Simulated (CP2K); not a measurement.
Two runs for the C K edge of 2-cyanothiazole. Run A: CP2K XAS_TDP, all-electron GAPW, PBEh(45%), aug-cc-pVDZ, TDA, no relativity. Run B differs in one setting.

First lines with a strength over 0.0015. A:

```tsv
atom	energy (eV)	states	strength, one atom
C2 (bonded to C and N)	281.87	1	0.0296
	282.29	1	0.0508
	285.33	1	0.0297
	286.75	1	0.0073
	287.11	1	0.0019
C3 (bonded to C, N and S)	282.52	1	0.0444
	285.18	1	0.0332
	286.58	1	0.0023
	287.60	1	0.0042
	288.13	1	0.0157
C5 (bonded to C, N and H)	282.30	1	0.0461
	283.34	1	0.0124
	285.36	1	0.0118
	285.62	1	0.0089
	286.29	1	0.0031
C6 (bonded to C, S and H)	281.59	1	0.0481
	284.37	1	0.0322
	284.96	1	0.0041
	285.46	1	0.0133
	285.87	1	0.0063
```

B:

```tsv
atom	energy (eV)	states	strength, one atom
C2 (bonded to C and N)	288.26	1	0.0289
	288.68	1	0.0496
	291.72	1	0.0290
	293.13	1	0.0071
	293.49	1	0.0018
C3 (bonded to C, N and S)	287.38	1	0.0437
	290.04	1	0.0326
	291.44	1	0.0023
	292.46	1	0.0041
	292.99	1	0.0154
C5 (bonded to C, N and H)	287.87	1	0.0453
	288.91	1	0.0122
	290.92	1	0.0115
	291.18	1	0.0087
	291.85	1	0.0030
C6 (bonded to C, S and H)	286.72	1	0.0473
	289.50	1	0.0316
	290.09	1	0.0040
	290.59	1	0.0131
	291.00	1	0.0062
```

Question: Which was it: scalar relativity switched on, GW2X switched on, the functional, the basis?

GW2X switched on. GW2X shifts an atom's lines together and keeps their spacings. Against PBEh(45%) in aug-cc-pVDZ, the leading lines move by +6.39 eV (C2, to 288.26), +4.86 eV (C3, to 287.38), +5.57 eV (C5, to 287.87) and +5.13 eV (C6, to 286.72).

[Banner, clock and machine lines of the logs are left out without a mark of their own.]

[Logs are printed without paths, hosts, clocks, repeated set-up lines and the standing remarks that a program may print on its own settings, such as how far it seeks lower states.]

[Hosts, paths, dates, database ids (printed as entryN), source tags and the programs' standing remarks are cut or masked in the printed files.]
